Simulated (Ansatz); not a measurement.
In doubt: one-shot GW on d or f shells is unsure, so the values of those runs are not to be relied on.

Rows from a G0W0 calculation on NaFeN (P6_3mc) (Ansatz 0.2.0; G0W0 on PBE, plane waves, PAW; PAW set soft_1; 6×6×2 mesh, 273 empty bands, screening to 138 eV, PAW set soft_1 files), in eV. Spin-orbit coupling is left out.

```csv
row,k,band,start,Σx,Σc at the solution,Vxc
A,"(0.333, 0.333, 0.000)",c1,10.261,-24.820,-3.699,-29.354
B,"(0.167, 0.167, 0.000)",c1,11.388,-21.855,-3.890,-26.316
C,"(0.167, 0.167, 0.000)",v2,9.509,-27.627,3.020,-25.067
D,"(0.333, 0.333, 0.000)",v1,9.579,-30.028,3.619,-26.936
E,"(0.167, 0.167, 0.000)",c2,11.460,-22.287,-3.996,-26.873
F,"(0.167, 0.167, 0.000)",v1,9.924,-27.518,2.286,-25.701
```

Q: Give the quasiparticle energies and the shift of each level.

The quasiparticle equation reads E = start + Σx + Σc(E) − Vxc.

| row | E (eV) | shift (eV) |
| --- | --- | --- |
| A | 11.097 | +0.835 |
| B | 11.959 | +0.571 |
| C | 9.969 | +0.460 |
| D | 10.105 | +0.527 |
| E | 12.049 | +0.589 |
| F | 10.393 | +0.469 |

The gap over the computed points goes from 0.34 eV to 0.70 eV.

Limits: not at the basis limit; no spin polarisation; d states lean on the start; coarse k mesh.

[Paths, hosts, dates, memory and timing lines, banners, echoed tables and standing remarks are left out of the program output.]

[Logs are printed without paths, hosts, clocks, repeated set-up lines and the standing remarks that a program may print on its own settings, such as how far it seeks lower states.]

[Runs of the session that timed out or met a known fault of the program may be left out.]

[Cells called generated may have been cut or substituted from an entry of the Crystallography Open Database or the Materials Project.]

[Hosts, paths, dates, database ids (printed as entryN), source tags and the programs' standing remarks are cut or masked in the printed files.]
